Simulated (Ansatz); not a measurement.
G0W0 rungs for Bi2Se3 (Guanajuatite).

```xyz
20
Lattice="11.8300 0.0000 0.0000 0.0000 4.0900 0.0000 0.0000 0.0000 11.6200" Properties=species:S:1:pos:R:3 pbc="T T T"
Bi    6.0835    1.0225    1.9929
Bi   11.6615    3.0675    7.8029
Bi    0.1685    1.0225    3.8171
Bi    5.7465    3.0675    9.6271
Bi    7.7571    3.0675    5.3618
Bi    9.9879    1.0225   11.1718
Bi    1.8421    3.0675    0.4482
Bi    4.0729    1.0225    6.2582
Se    7.4033    3.0675    0.6225
Se   10.3417    1.0225    6.4325
Se    1.4883    3.0675    5.1875
Se    4.4267    1.0225   10.9975
Se    8.4806    1.0225    3.5172
Se    9.2644    3.0675    9.3272
Se    2.5656    1.0225    2.2928
Se    3.3494    3.0675    8.1028
Se    5.2702    3.0675    4.2673
Se    0.6448    1.0225   10.0773
Se   11.1852    3.0675    1.5427
Se    6.5598    1.0225    7.3527
```

Geometry: measured cell, ions relaxed with r2SCAN. This is not the form that Bi2Se3 usually takes at ambient conditions. The runs that relaxed it are not among those shown. Spin-orbit coupling is left out unless a run names it.

Runs so far (Ansatz 0.2.0, start r2SCAN, hard PAW files, 2×4×2 mesh). Times are wall times on 1 × NVIDIA GB200 (shared by 2 runs) with 16 threads of Arm Neoverse V2, shared host, good to a factor of about two.

| bands summed | cutoff (eV) | gap on the mesh (eV) | time |
| --- | --- | --- | --- |
| 935 | 70 | 1.438 | 1.9 min |
| 1660 | 110 | 1.475 | 3.2 min |

**Question.** What should the next rung give, with 3017 bands and screening to 170 eV, and where is the limit?

The error falls about as one over the bands when the cutoff rises with them. A line through the two highest rungs given predicts 1.496 eV; the run gave 1.510 eV, a miss of 0.014 eV, so the law fails here: the steps don't follow it yet. The two highest rungs put the limit near 1.553 eV, the pair below near 1.523 eV; neither can be trusted until a further rung is run.

Gaps are over the mesh's points; an edge off the mesh would be missed. Limits: not at the basis limit; no spin-orbit coupling; coarse k mesh.

[Paths, hosts, dates, memory and timing lines, banners, echoed tables and standing remarks are left out of the program output.]

[Logs are printed without paths, hosts, clocks, repeated set-up lines and the standing remarks that a program may print on its own settings, such as how far it seeks lower states.]

[Runs of the session that timed out or met a known fault of the program may be left out.]

[Cells called generated may have been cut or substituted from an entry of the Crystallography Open Database or the Materials Project.]

[Hosts, paths, dates, database ids (printed as entryN), source tags and the programs' standing remarks are cut or masked in the printed files.]
